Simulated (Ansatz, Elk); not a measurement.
## How far do independent atoms describe LaZn5Cu?

The structure of LaZn5Cu used here is made up (a known structure type with other elements) and was relaxed beforehand with PBEsol. The aim is the Fourier transform of its all-electron density, F(hkl), set beside the sum over free spherical atoms that refinements use.

Method: DFT, PBE, all-electron APW+lo, Dirac cores, scalar-relativistic bands, static density, no spin, in Elk 11.2.3 (patched build).

The structure was built from a prototype and need not be the compound's stable phase.

## 1. Set-up

The structure is tetragonal, space group P4/mmm (No. 123). The conventional cell has a = 4.325 Å, b = 4.325 Å, c = 6.886 Å, α = 90.00°, β = 90.00°, γ = 90.00°. Nearest to La lie 12 Zn at 3.06 Å. Nearest to Zn lie 2 Cu at 2.51 Å and 7 Zn at 2.56 to 3.06 Å and 2 La at 3.06 Å. Nearest to Zn lie 4 La at 3.06 Å and 8 Zn at 3.06 Å. Cu has 8 Zn at 2.51 Å nearest. Farther neighbours are not listed.

## 2. Ground state and structure factors

An all-electron density is needed, since X-rays see the cores too. Task 0 finds the density and task 195 Fourier-transforms it; tshift is off so that phases refer to the origin typed.

The input, elk.in:

```
tasks
  0
  195

xctype
  20

spinpol
  .false.

rgkmax
  7.0

gmaxvr
  14.0

lmaxo
  7

lmaxapw
  8

swidth
  0.002

tshift
  .false.

ramdisk
  .false.

hmaxvr
  5.5

maxscl
  120

epspot
  1e-06

sppath
  './'

avec
  8.17334223683 -0.00000000000 0.00000000000
  0.00000000000 8.17334223683 0.00000000000
  0.00000000000 0.00000000000 13.01248271647

atoms
  3
  'La.in'
  1
  0.0000000000 -0.0000000000 0.0000000000   0.000000 0.000000 0.000000
  'Zn.in'
  5
  -0.0000000000 0.5000000000 0.6857377692   0.000000 0.000000 0.000000
  0.5000000000 0.0000000000 0.3142622308   0.000000 0.000000 0.000000
  -0.0000000000 0.5000000000 0.3142622308   0.000000 0.000000 0.000000
  0.5000000000 0.0000000000 0.6857377692   0.000000 0.000000 0.000000
  0.5000000000 0.5000000000 0.0000000000   0.000000 0.000000 0.000000
  'Cu.in'
  1
  -0.0000000000 -0.0000000000 0.5000000000   0.000000 0.000000 0.000000

ngridk
  5 5 4
```

On the command line:

```sh
$ OMP_NUM_THREADS=4 elk
```

Numbers of over 12 decimals in the logs are rounded to 6 here.

Log:

```text
┌─────────────────────────┐
│ Elk code version 11.2.3 │
└─────────────────────────┘

All units are atomic (Hartree, Bohr, etc.)

┌─────────────────────────────────────────────────┐
│ Ground-state run starting from atomic densities │
└─────────────────────────────────────────────────┘

Lattice vectors :
   8.173342237      -0.000000000       0.000000000
   0.000000000       8.173342237       0.000000000
   0.000000000       0.000000000       13.01248272

Reciprocal lattice vectors :
  0.7687412475       0.000000000       0.000000000
   0.000000000      0.7687412475      -0.000000000
  -0.000000000       0.000000000      0.4828583018

Unit cell volume      :    869.2796926
Brillouin zone volume :   0.2853514416

Muffin-tin inner radius fraction :   0.1000000000E-01

Nuclei treated as point charges

Species : 1 (La)
 parameters loaded from : La.in
 name : lanthanum
 nuclear charge    :   -57.00000000
 electronic charge :    57.00000000
 atomic mass :    253209.2366
 muffin-tin radius :    2.800000000
 number of radial points in muffin-tin :   1393
 inner part over the whole radius :   0.9924947902E-02
 number on inner part of muffin-tin    :    996
 approximate nuclear radius :   0.9226798129E-04
 number of mesh points to nuclear radius :    505
 atomic positions (lattice), magnetic fields (Cartesian) :
  1 :   0.00000000  0.00000000  0.00000000    0.00000000  0.00000000  0.00000000

Species : 2 (Zn)
 parameters loaded from : Zn.in
 name : zinc
 nuclear charge    :   -30.00000000
 electronic charge :    30.00000000
 atomic mass :    119233.3130
 muffin-tin radius :    2.348938311
 number of radial points in muffin-tin :    993
 inner part over the whole radius :   0.9906351320E-02
 number on inner part of muffin-tin    :    701
 approximate nuclear radius :   0.7484757725E-04
 number of mesh points to nuclear radius :    338
 atomic positions (lattice), magnetic fields (Cartesian) :
  1 :   0.00000000  0.50000000 -0.31426223    0.00000000  0.00000000  0.00000000
  2 :   0.50000000  0.00000000  0.31426223    0.00000000  0.00000000  0.00000000
  3 :   0.00000000  0.50000000  0.31426223    0.00000000  0.00000000  0.00000000
  4 :   0.50000000  0.00000000 -0.31426223    0.00000000  0.00000000  0.00000000
  5 :   0.50000000  0.50000000  0.00000000    0.00000000  0.00000000  0.00000000

Species : 3 (Cu)
 parameters loaded from : Cu.in
 name : copper
 nuclear charge    :   -29.00000000
 electronic charge :    29.00000000
 atomic mass :    115837.2717
 muffin-tin radius :    2.348938311
 number of radial points in muffin-tin :    993
 inner part over the whole radius :   0.9955908539E-02
 number on inner part of muffin-tin    :    701
 approximate nuclear radius :   0.7406004541E-04
 number of mesh points to nuclear radius :    336
 atomic positions (lattice), magnetic fields (Cartesian) :
  1 :   0.00000000  0.00000000  0.50000000    0.00000000  0.00000000  0.00000000

Total number of atoms per unit cell :    7
Total muffin-tin volume :    417.6800232
 ratio of muffin-tin to unit cell volume :   0.4804897971

Spin treatment :
 spin-unpolarised

Number of Bravais lattice symmetries :   16
Number of crystal symmetries         :   16
Crystal has inversion symmetry
Real symmetric eigensolver will be used

k-point grid :      5     5     4
k-point offset :    0.000000000       0.000000000       0.000000000
k-point set is reduced with full crystal symmetry group
Total number of k-points :       18

Muffin-tin radius times maximum |G+k| :    7.000000000
 using average radius
Maximum |G+k| for APW functions       :    2.900501573
Maximum (1/2)|G+k|²                   :    4.206454688
Maximum |G| for potential and density :    14.00000000
Constant for pseudocharge density :   10
 order of it for each species :   17  17  17
 order of it for pair densities of each species (exact exchange by exxq0 0: 18) :   13   9   9
Radial integration step length :    1

G-vector grid sizes :     40    40    60
Number of G-vectors :    40305

[...]
total energy                :     -19133.885322567

Density of states at Fermi energy :    123.9542675
 (states/Hartree/unit cell)

Estimated indirect band gap :   0.2372516104E-03
 from k-point 6 to k-point 4
Estimated direct band gap   :   0.1697572254E-02
 at k-point 4

Charges :
 core                        :    118.0000000
 valence                     :    118.0000000
 interstitial                :    9.728384644
 muffin-tins (core leakage)
  species : 1 (La)
[...]
species : 2 (Zn)
[...]
species : 3 (Cu)
[...]
total in muffin-tins        :    226.2716154
 total calculated charge     :    235.9987319
 total charge                :    236.0000000
 error                       :   0.1268060715E-02

RMS change in Kohn-Sham potential (target) :   0.4859283421     (  0.1000000000E-05)
Absolute change in total energy (target)   :    1.342521618     (  0.1000000000E-03)

[... loops 3 to 20 left out ...]

┌──────────────────┐
│ Loop number : 21 │
└──────────────────┘

Energies :
 Fermi                       :     0.224594
 sum of occupied eigenvalues :     -11335.737063681
 electron kinetic            :      19922.665879779
 core electron kinetic       :      18616.473908620
 Coulomb                     :     -38425.788764013
 Coulomb potential           :     -30438.040976639
 nuclear-nuclear             :     -2350.9606367896
 electron-nuclear            :     -41772.350240948
 Hartree                     :      5697.5221137245
 Madelung                    :     -23206.768275694
 xc potential                :     -820.36196682162
 exchange                    :     -618.33156928671
 correlation                 :     -11.786548784911
 electron entropic           :    -0.16767383666268E-02
 total energy                :     -19133.242679044

Density of states at Fermi energy :    129.3452299
 (states/Hartree/unit cell)

Estimated indirect band gap :   0.1225433205E-02
 from k-point 4 to k-point 16
Estimated direct band gap   :   0.5126300549E-02
 at k-point 4

Charges :
 core                        :    118.0000000
 valence                     :    118.0000000
 interstitial                :    8.991758930
 muffin-tins (core leakage)
  species : 1 (La)
[...]
species : 2 (Zn)
[...]
species : 3 (Cu)
[...]
total in muffin-tins        :    227.0082411
 total calculated charge     :    235.9987717
 total charge                :    236.0000000
 error                       :   0.1228298968E-02

RMS change in Kohn-Sham potential (target) :   0.3133747909E-06 (  0.1000000000E-05)
Absolute change in total energy (target)   :   0.1529665315E-04 (  0.1000000000E-03)

Convergence targets achieved

┌──────────────────┐
│ Loop number : 22 │
└──────────────────┘

Energies :
 Fermi                       :     0.224595
 sum of occupied eigenvalues :     -11335.737029047
 electron kinetic            :      19922.665899855
 core electron kinetic       :      18616.473917368
 Coulomb                     :     -38425.788756087
 Coulomb potential           :     -30438.040972499
 nuclear-nuclear             :     -2350.9606367896
 electron-nuclear            :     -41772.350227760
 Hartree                     :      5697.5221084628
 Madelung                    :     -23206.768269837
 xc potential                :     -820.36195640288
 exchange                    :     -618.33156878898
 correlation                 :     -11.786548756512
 electron entropic           :    -0.16767391171674E-02
 total energy                :     -19133.242650516

Density of states at Fermi energy :    129.3452733
 (states/Hartree/unit cell)

Estimated indirect band gap :   0.1225438380E-02
 from k-point 4 to k-point 16
Estimated direct band gap   :   0.5126300778E-02
 at k-point 4

Charges :
 core                        :    118.0000000
 valence                     :    118.0000000
 interstitial                :    8.991758307
 muffin-tins (core leakage)
  species : 1 (La)
[...]
species : 2 (Zn)
[...]
atom 4                    :    28.82210104     (  0.1089594118E-03)
   atom 5                    :    28.78217647     (  0.1084635654E-03)
  species : 3 (Cu)
   atom 1                    :    28.19339420     (  0.2088772315E-03)
 total in muffin-tins        :    227.0082417
 total calculated charge     :    235.9987717
 total charge                :    236.0000000
 error                       :   0.1228299173E-02

┌──────────────────────────────┐
│ Self-consistent loop stopped │
└──────────────────────────────┘

Warning : core states of species 1 leak from the muffin-tin :   0.2238177090E-03

Warning : core states of species 2 leak from the muffin-tin :   0.1089594118E-03

Warning : core states of species 3 leak from the muffin-tin :   0.2088772315E-03

Wrote STATE.OUT
```

Run time: 56 s. Hardware: 4 threads of AMD EPYC 7B13 (Zen 3), shared host; peak memory 0.41 GiB.

SFACRHO.OUT:

```text

h k l indices transformed by vhmat matrix:
   1.000000000       0.000000000       0.000000000    
   0.000000000       1.000000000       0.000000000    
   0.000000000       0.000000000       1.000000000    

      h      k      l  multipl.   |H|            Re(F)            Im(F)           |F|

      0      0      0      1   0.0000000       236.00000      0.40056528E-16   236.00000    
      0      0     -1      2  0.48285830       9.8935800      0.82159918E-14   9.8935800    
      0      1      0      4  0.76874125       50.382852     -0.25051284E-13   50.382852    
      1      0     -1      8  0.90780793      -2.7772072      0.14816480E-13   2.7772072    
      0      0      2      2  0.96571660       27.989701      0.15644926E-13   27.989701    
      1      1      0      4   1.0871643      -4.3272253     -0.16285767E-13   4.3272253    
      1     -1      1      8   1.1895707       86.580565     -0.71702330E-14   86.580565    
     -1      0      2      8   1.2343305       45.196341      0.75236970E-14   45.196341    
      0      0      3      2   1.4485749       132.72950     -0.31208733E-13   132.72950    
      1     -1     -2      8   1.4541440       154.60705     -0.14059886E-13   154.60705    
      2      0      0      4   1.5374825       180.02867      0.44326330E-13   180.02867    
     -2      0     -1      8   1.6115224       8.1038515      0.45203133E-14   8.1038515    
      0     -1     -3      8   1.6399184      -1.4678803      0.53924778E-13   1.4678803    
     -1      2      0      8   1.7189577       40.563902      0.35541511E-13   40.563902    
     -2      1      1     16   1.7854881      -1.2240703      0.18467583E-13   1.2240703    
      1     -1     -3      8   1.8111586      -38.719385      0.27622625E-13   38.719385    
      2      0     -2      8   1.8156159       23.382474     -0.35584559E-13   23.382474    
      0      0      4      2   1.9314332       76.881553      0.25674484E-13   76.881553
```

Elk indexes on the primitive cell of elk.in and gives |H| = 4π sin θ/λ in inverse bohr. Below, one row stands for each form hkl of the conventional cell (m members, Friedel mates merged), F is for one primitive cell and the density is static (no thermal factor). Free-atom factors are Waasmaier and Kirfel's, and R is Σm||F|−|F'||/Σm|F|.

| hkl | m | sin θ/λ (Å⁻¹) | abs F, DFT | neutral atoms | diff. |
| --- | --- | --- | --- | --- | --- |
| 001 | 2 | 0.073 | 9.894 | 9.523 | +0.370 |
| 100 | 4 | 0.116 | 50.383 | 50.065 | +0.318 |
| 101 | 8 | 0.137 | 2.777 | 3.022 | -0.245 |
| 002 | 2 | 0.145 | 27.990 | 27.970 | +0.020 |
| 110 | 4 | 0.164 | 4.327 | 4.351 | -0.023 |
| 111 | 8 | 0.179 | 86.581 | 86.706 | -0.125 |
| 102 | 8 | 0.186 | 45.196 | 45.425 | -0.229 |
| 003 | 2 | 0.218 | 132.730 | 133.320 | -0.590 |
| 112 | 8 | 0.219 | 154.607 | 155.743 | -1.136 |
| 200 | 4 | 0.231 | 180.029 | 181.392 | -1.363 |
| 201 | 8 | 0.242 | 8.104 | 7.544 | +0.560 |
| 103 | 8 | 0.247 | 1.468 | 2.159 | -0.691 |
| 210 | 8 | 0.259 | 40.564 | 40.750 | -0.186 |
| 211 | 16 | 0.269 | 1.224 | 1.889 | -0.665 |
| 113 | 8 | 0.272 | 38.719 | 39.681 | -0.961 |
| 202 | 8 | 0.273 | 23.383 | 23.295 | +0.087 |
| 004 | 2 | 0.290 | 76.882 | 77.261 | -0.380 |
| 212 | 16 | 0.296 | 38.465 | 38.528 | -0.063 |

## 3. The highest occupied states alone

An energy window below the Fermi level keeps the highest occupied states, to see at which angles they scatter; shallow core shells can lie inside it and anion s states outside. No new self-consistency is needed.

Changes to elk.in since step 2:

```diff
@@ -1,3 +1,2 @@
 tasks
-  0
   195
@@ -40,2 +39,5 @@
 
+wsfac
+  -0.216400 0.524590
+
 sppath
```

On the command line:

```sh
$ OMP_NUM_THREADS=4 elk
```

Log:

```text
┌─────────────────────────────────┐
│ Elk code version 11.2.3 started │
└─────────────────────────────────┘

Info(readinput): the functional depends on the density's gradient
 muffin-tin radial points multiplied by    2.00000
 (not where nrmtscf is given)

┌────────────────────┐
│ Current task : 195 │
└────────────────────┘
Info(checkmt): changed muffin-tin radius of species 2 (Zn) from   2.4000 to   2.3489
Info(checkmt): changed muffin-tin radius of species 3 (Cu) from   2.4000 to   2.3489

Info(sfacrho): density structure factors written to SFACRHO.OUT

 Energy window :  -0.2164000000      0.5245900000

┌──────────────────┐
│ Elk code stopped │
└──────────────────┘
```

Run time: 15 s. Hardware: 4 threads; peak memory 0.23 GiB.

States within 12 eV below the Fermi level hold 74.00 electrons; any levels below the window count with the cores. Their amplitudes can exceed the total, where window and core parts have opposite phase:

```csv
hkl,sin θ/λ (Å⁻¹),"abs F, window","abs F, all"
001,0.073,14.536,9.894
100,0.116,0.165,50.383
101,0.137,17.222,2.777
002,0.145,7.255,27.990
110,0.164,17.513,4.327
111,0.179,13.553,86.581
102,0.186,0.661,45.196
003,0.218,27.311,132.730
112,0.219,32.831,154.607
200,0.231,39.871,180.029
```

## 4. Another functional

The difference from free atoms is small, so it is set against the change that LDA (Perdew-Wang) makes.

Changes to elk.in since step 3:

```diff
@@ -1,2 +1,3 @@
 tasks
+  0
   195
@@ -4,3 +5,3 @@
 xctype
-  20
+  3
 
@@ -39,5 +40,2 @@
 
-wsfac
-  -0.216400 0.524590
-
 sppath
```

On the command line:

```sh
$ OMP_NUM_THREADS=4 elk
```

Log:

```text
┌─────────────────────────┐
│ Elk code version 11.2.3 │
└─────────────────────────┘

All units are atomic (Hartree, Bohr, etc.)

┌─────────────────────────────────────────────────┐
│ Ground-state run starting from atomic densities │
└─────────────────────────────────────────────────┘

Lattice vectors :
   8.173342237      -0.000000000       0.000000000
   0.000000000       8.173342237       0.000000000
   0.000000000       0.000000000       13.01248272

Reciprocal lattice vectors :
  0.7687412475       0.000000000       0.000000000
[...]
species : 3 (Cu)
   atom 1                    :    28.20591629     (  0.2157105759E-03)
 total in muffin-tins        :    227.0996082
 total calculated charge     :    235.9987288
 total charge                :    236.0000000
 error                       :   0.1271246532E-02

┌──────────────────────────────┐
│ Self-consistent loop stopped │
└──────────────────────────────┘

Warning : core states of species 1 leak from the muffin-tin :   0.2245083254E-03

Warning : core states of species 2 leak from the muffin-tin :   0.1106333917E-03

Warning : core states of species 3 leak from the muffin-tin :   0.2157105759E-03

Wrote STATE.OUT
[key lines of the parts left out:]
total energy                :     -19110.930087796
```

It took 32 s on 4 threads; peak memory 0.25 GiB.

Against the first run R = 0.04 %; the largest change is -0.098 at 220.

## 5. Basis size

A smaller basis shows how fast F responds to it; the change is likely larger than the basis error of the first run, but doesn't show convergence.

Changes to elk.in since step 4:

```diff
@@ -5,3 +5,3 @@
 xctype
-  3
+  20
 
@@ -11,3 +11,3 @@
 rgkmax
-  7.0
+  5.5
```

On the command line:

```sh
$ OMP_NUM_THREADS=4 elk
```

Log:

```text
┌─────────────────────────┐
│ Elk code version 11.2.3 │
└─────────────────────────┘

All units are atomic (Hartree, Bohr, etc.)

┌─────────────────────────────────────────────────┐
│ Ground-state run starting from atomic densities │
└─────────────────────────────────────────────────┘

Lattice vectors :
   8.173342237      -0.000000000       0.000000000
   0.000000000       8.173342237       0.000000000
   0.000000000       0.000000000       13.01248272

Reciprocal lattice vectors :
  0.7687412475       0.000000000       0.000000000
[...]
species : 3 (Cu)
   atom 1                    :    28.14482253     (  0.2092634294E-03)
 total in muffin-tins        :    226.7499960
 total calculated charge     :    235.9986216
 total charge                :    236.0000000
 error                       :   0.1378391444E-02

┌──────────────────────────────┐
│ Self-consistent loop stopped │
└──────────────────────────────┘

Warning : core states of species 1 leak from the muffin-tin :   0.2234405566E-03

Warning : core states of species 2 leak from the muffin-tin :   0.1097016344E-03

Warning : core states of species 3 leak from the muffin-tin :   0.2092634294E-03

Wrote STATE.OUT
[key lines of the parts left out:]
total energy                :     -19132.936045240
```

Wall time 51 s (4 threads); peak memory 0.38 GiB; 2.3 min of CPU time.

Against the first run R = 0.04 %; the largest change is +0.153 at 220.

## 6. Settings against the effect

| run | R against the first run (%) | R against neutral atoms, low angle (%) | wall time |
| --- | --- | --- | --- |
| PBE, rgkmax 7 | 0.00 | 1.04 | 56 s |
| LDA (Perdew-Wang) | 0.04 | 1.05 | 32 s |
| rgkmax 5.5 | 0.04 | 1.05 | 51 s |

## 7. Summary of results

```yaml
r_against_neutral_atoms_sin_theta_lambda_0p3_a_minus1: 1.04 %
r_against_neutral_atoms_0p3_to_0p71_a_minus1: 0.23 %
```

**Reading.** Independent neutral atoms miss the calculated amplitudes by R = 1.04 % below 0.3 Å⁻¹ and 0.23 % from there to 0.71 Å⁻¹; by shells, 1.34 % below 0.15 Å⁻¹ (4 forms), 1.02 % 0.15 to 0.3 (14 forms), 0.37 % 0.3 to 0.45 (28 forms), 0.18 % above 0.45 (103 forms). Bonding, aspherical density and the tables' own atoms all enter these figures, and the runs don't part them. The largest change of an amplitude is -1.36 electrons, at 200. Weak lines can change much in proportion: 301 goes from 0.42 to 0.14. The window's part falls from 74.0 electrons at the origin to at most 17.35 between 0.45 and 0.71 Å⁻¹, where compact states inside the window still scatter. Below 0.3 Å⁻¹ the changes that finished (LDA (Perdew-Wang) and rgkmax 5.5) move F by R = 0.03 % at most, against the 1.04 % that separates it from free atoms. The k-mesh has no finished test. These runs have no spin, though d or f shells may be open. Part of the difference isn't bonding: the tables are fits to free atoms and ions calculated by other methods than this functional. Thermal motion, anomalous dispersion and extinction are left out.

[Logs are printed without paths, hosts, clocks, repeated set-up lines and the standing remarks that a program may print on its own settings, such as how far it seeks lower states.]

[Hosts, paths, dates, database ids (printed as entryN), source tags and the programs' standing remarks are cut or masked in the printed files.]
